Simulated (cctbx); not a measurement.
## CsMo2I4Br: precision against data quality

Space group I4/mcm (no. 140), a = 8.7880 Å, b = 8.7880 Å, c = 15.4820 Å, α = 90.00°, β = 90.00°, γ = 90.00°.

```
atom  mult.       x       y       z  Ueq (Å²)
 Cs1      4       0       0     1/4    0.0020
  I1     16  0.6588  0.1588  0.3718    0.0028
 Mo1      8  0.8148  0.6852       0    0.0040
 Br1      4       0       0       0    0.0025
```

The model is made up (kin elements in a known structure type, no relaxation), so it says nothing on whether the phase exists.

Five simulated data sets (cctbx; Ag Kα, λ = 0.56087 Å; 1.5 % proportional error) differ in resolution or exposure (noise floor 8 counts in the first three, 8 in the last two). Each is refined with the right model, isotropic at 1.1 Å and anisotropic otherwise. How do the figures of merit and the uncertainties move?

```
d min (Å)  top counts  ⟨I/σ⟩ (unmerged, absences included)  unique  param. (scale apart)   Rint      R1  GooF  largest s.u. xyz (fractional)  s.u. U of Br1 (Å²)  largest error (Å)
      1.1       70000                                 13.5     141                     7  0.016  0.0050  1.06                        0.00003              0.0002             0.0002
     0.84       70000                                 12.3     307                    14  0.017  0.0042  0.91                        0.00001              0.0001             0.0002
      0.6       70000                                 10.7     812                    14  0.018  0.0057  0.94                        0.00001              0.0000             0.0001
     0.75         300                                  0.5     425                    14  0.477  0.0711  0.94                        0.00042              0.0031             0.0067
     0.75        3000                                  2.6     425                    14  0.089  0.0211  0.94                        0.00007              0.0004             0.0010
```

The number of reflections grows roughly as 1/d³: 141, 307 and 812 here. R1 follows the noise rather than the truth: at 300 counts it is 0.0711, at 3000 counts 0.0211, while GooF is 0.94 and 0.94: the weights 1/σ² carry the noise. The s.u. of U (U11 where anisotropic) for Br1 goes 0.0002, 0.0001, 0.0000 Å² with resolution and 0.0031, 0.0004 Å² with exposure.

Hardware for the 0.6 Å refinement: 0.38 s on 1 thread of Arm Neoverse V2, on a shared host, peak memory 0.09 GiB.

[Logs are printed without paths, hosts, clocks, repeated set-up lines and the standing remarks that a program may print on its own settings, such as how far it seeks lower states.]
